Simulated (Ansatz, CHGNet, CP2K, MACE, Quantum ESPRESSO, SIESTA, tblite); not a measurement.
# Bulk modulus of rutile SnO2, size series (72 atoms) across programs

Aim: pressure against volume for rutile SnO2, size series (72 atoms), with plane waves as the reference.

The results are calculated values.

## 1. The cell

The cell holds 72 atoms (24 Sn and 48 O), with edges of 9.47, 9.47 and 9.56 Å. Recipe: rutile SnO2 (cell 4.737, 4.737, 3.186, 90, 90, 90), 2 x 2 x 3 conventional cells; ideal positions. Then the atoms were relaxed with MACE MP-0b3 medium in the fixed cell.

Bonds by pair of elements; cutoffs follow the first minimum of g(r), held within bounds set by covalent radii, and pairs that aren't listed don't count as bonded:

| pair A-B | cutoff (Å) | bonds | mean length (Å) | spread (Å) | shortest (Å) | B about A | A about B |
| --- | --- | --- | --- | --- | --- | --- | --- |
| O-Sn | 2.48 | 144 | 2.05 | 0.007 | 2.04 | 3 | 6 |

## 2. The reference input

Quantum ESPRESSO 7.5: Kohn-Sham DFT, PBE, SSSP efficiency 1.3.0 pseudopotentials, plane waves. Its input, pw.in, for the unchanged cell:

```
&control
  calculation = 'scf'
  pseudo_dir = './pseudo'
  outdir = './tmp'
  disk_io = 'none'
  tprnfor = .true.
  tstress = .true.
/
&system
  ibrav = 0
  nat = 72
  ntyp = 2
  ecutwfc = 60
  ecutrho = 480
  nosym = .true.
  occupations = 'smearing'
  smearing = 'fd'
  degauss = 0.003675
/
&electrons
  conv_thr = 3.6e-07
  electron_maxstep = 100
  mixing_beta = 0.4
  mixing_mode = 'plain'
  diagonalization = 'david'
/
ATOMIC_SPECIES
Sn 118.710 Sn.upf
O 15.999 O.upf
CELL_PARAMETERS angstrom
9.47400 0.00000 0.00000
0.00000 9.47400 0.00000
0.00000 0.00000 9.55800
ATOMIC_POSITIONS crystal
Sn 0.00000 0.00000 0.00000
Sn 0.25000 0.25000 0.16667
O 0.15262 0.15262 0.00000
O 0.34738 0.34738 0.00000
[... 66 atom lines left out ...]
O 0.59738 0.90262 0.83333
O 0.90262 0.59738 0.83333
K_POINTS gamma
```

```console
$ OMP_NUM_THREADS=1 mpirun -np 4 pw.x -in pw.in > output.txt
```

Wall time 1.7 min (4 MPI ranks of Arm Neoverse V2, shared host); peak memory 2.9 GiB.

It converged with an r.m.s. force component of 0.015 eV/Å and a pressure of 11 GPa.

## 3. The levels

Every level solves the same cells as single points. CPU time is summed over a level's finished runs, on a host shared with the other runs, so it is rough; the force column is the median over cells of the r.m.s. difference of force components from the reference.

```
                level                       basis or training data  k-points  runs finished  CPU time  peak memory (GiB)  force difference (meV/Å)
              QE, PBE      plane waves, SSSP efficiency, 60/480 Ry         Γ         5 of 5    35 min                3.0                 reference
CP2K double zeta, PBE   DZVP-MOLOPT-SR, GTH-PBE potentials, 600 Ry         Γ         5 of 5    18 min                4.3                        40
      SIESTA DZP, PBE     DZP orbitals, shift 0.01 Ry, mesh 500 Ry         Γ         5 of 5    26 min                2.7                        37
CP2K double zeta, LDA  DZVP-MOLOPT-SR, GTH-PADE potentials, 600 Ry         Γ         5 of 5    17 min                4.2                       115
      tblite GFN1-xTB   tight binding with its own dispersion term         Γ         5 of 5      11 s               0.11                       192
        CHGNet r2SCAN            trained on r2SCAN plane-wave data         -         5 of 5      17 s                1.4                        39
   MACE MP-0b3 medium           trained on PBE(+U) plane-wave data         -         5 of 5      34 s                1.1                        16
```

The reference's own r.m.s. force component runs from 2.7 to 21 meV/Å over these cells. MACE MP-0b3 medium relaxed the atoms, so in the cells that it relaxed its own forces are small, and its entry isn't an independent test there.

## 4. Pressure against volume

The cell is scaled evenly, and at each volume MACE MP-0b3 medium relaxes the atoms again before the single points. The unchanged volume is 11.915 Å³ an atom. Pressures in GPa:

| level | -6 % | -3 % | 0 | +3 % | +6 % |
| --- | --- | --- | --- | --- | --- |
| QE, PBE | 27.56 | 18.56 | 10.95 | 4.54 | -0.87 |
| CP2K double zeta, PBE | 29.34 | 20.89 | 13.68 | 7.53 | 2.35 |
| SIESTA DZP, PBE | 34.04 | 24.45 | 16.39 | 9.59 | 3.78 |
| CP2K double zeta, LDA | 9.74 | 2.52 | -3.56 | -8.65 | -12.70 |
| tblite GFN1-xTB | -1.83 | -5.38 | -8.32 | -10.76 | -12.80 |
| CHGNet r2SCAN | 18.14 | 10.95 | 4.46 | -1.41 | -5.21 |
| MACE MP-0b3 medium | 25.83 | 17.06 | 9.86 | 3.95 | -0.90 |

Energy less that of the unchanged cell at the same level, in meV an atom:

| level | -6 % | -3 % | +3 % | +6 % |
| --- | --- | --- | --- | --- |
| QE, PBE | 85.80 | 33.75 | -18.00 | -22.80 |
| CP2K double zeta, PBE | 94.97 | 38.75 | -23.76 | -34.70 |
| SIESTA DZP, PBE | 110.81 | 45.69 | -28.98 | -43.96 |
| CP2K double zeta, LDA | 13.65 | -0.54 | 12.96 | 36.16 |
| tblite GFN1-xTB | -25.66 | -16.48 | 22.54 | 50.24 |
| CHGNet r2SCAN | 49.39 | 17.18 | -2.20 | 5.02 |
| MACE MP-0b3 medium | 77.29 | 29.76 | -15.18 | -18.40 |

## 5. Moduli

From the three volumes nearest the unchanged one: B from the slope of pressure against ln V and from the curvature of the energy, the pressure that the slope of the energy implies, and the volume change at which the printed pressure crosses zero (a dash if it doesn't within the range).

| level | B from pressures (GPa) | B from energies (GPa) | printed pressure (GPa) | pressure from energies (GPa) | zero pressure at (%) |
| --- | --- | --- | --- | --- | --- |
| QE, PBE | 233.8 | 235.2 | 10.95 | 11.60 | +5.5 |
| CP2K double zeta, PBE | 222.6 | 223.9 | 13.68 | 14.01 | - |
| SIESTA DZP, PBE | 247.8 | 249.7 | 16.39 | 16.73 | - |
| CP2K double zeta, LDA | 186.1 | 185.6 | -3.56 | -3.03 | -1.8 |
| tblite GFN1-xTB | 89.6 | 90.6 | -8.32 | -8.74 | - |
| CHGNet r2SCAN | 206.0 | 223.8 | 4.46 | 4.34 | +2.3 |
| MACE MP-0b3 medium | 218.6 | 217.8 | 9.86 | 10.07 | +5.4 |

As a check by hand on the reference: from -3 to +3 % the pressure falls by 14.02 GPa while ln V grows by 0.0600, a ratio of 233.7 GPa.

Gap between the highest filled and the lowest empty level on the runs' k-points, in eV:

| level | -6 % | -3 % | 0 | +3 % | +6 % |
| --- | --- | --- | --- | --- | --- |
| QE, PBE | 1.95 | 1.57 | 1.22 | 0.90 | 0.60 |
| CP2K double zeta, PBE | 1.75 | 1.38 | 1.03 | 0.72 | 0.43 |
| SIESTA DZP, PBE | 1.68 | 1.30 | 0.95 | 0.62 | 0.33 |

## 6. Outcome

The plane-wave reference (PBE) gives a bulk modulus of 233.8 GPa from its pressures, at a volume where its pressure is 10.95 GPa; that pressure crosses zero at +5.5 %. Other programs at PBE: CP2K double zeta, PBE 222.6 GPa (-5 %) and SIESTA DZP, PBE 247.8 GPa (+6 %); their pressures lie +2.73 to +5.44 GPa from the reference's. Other functionals: CP2K double zeta, LDA 186.1 GPa (-20 %); its pressure lies -14.51 GPa from the reference's.

Learned potentials: CHGNet r2SCAN 206.0 GPa (-12 %) and MACE MP-0b3 medium 218.6 GPa (-6 %); their pressures lie -6.50 to -1.10 GPa from the reference's. Tight binding: tblite GFN1-xTB 89.6 GPa (-62 %); its pressure lies -19.28 GPa from the reference's. The moduli are read at one volume but at unlike pressures, and a cell under tension is as a rule softer than one under compression. Moduli from the energies run from 91 to 250 GPa, within 10 % of those from pressures. The reference's gap falls as the cell grows, from 1.95 eV at -6 % to 0.60 eV at +6 %.

Caveats: The atoms follow MACE MP-0b3 medium, not each level's own minimum, so these moduli only approach relaxed ones and hang on that choice. Three points at finite strain give rough moduli, at the given volume rather than at zero pressure. Pressures at a fixed plane-wave cutoff or in a small atom-centred basis hold some basis error. The reference samples only Γ, in a cell whose shortest periodic width is 9 Å. The reference isn't exact: its cutoffs and mesh weren't converged further here. SIESTA's automatically made basis is far from complete, and its potentials were converted by us (checked for H, C, O, Si, Ge and Ca alone). The learned potentials mimic data converged in k, so the sampling error of the reference's coarse mesh counts against them here, while programs on the same mesh share it. Spin–orbit coupling is left out. Where levels are smeared, the DFT runs use Fermi–Dirac occupations at 580 K (0.05 eV), and energies are free energies.

[Logs are printed without paths, hosts, clocks, repeated set-up lines and the standing remarks that a program may print on its own settings, such as how far it seeks lower states.]

[Hosts, paths, dates, database ids (printed as entryN), source tags and the programs' standing remarks are cut or masked in the printed files.]
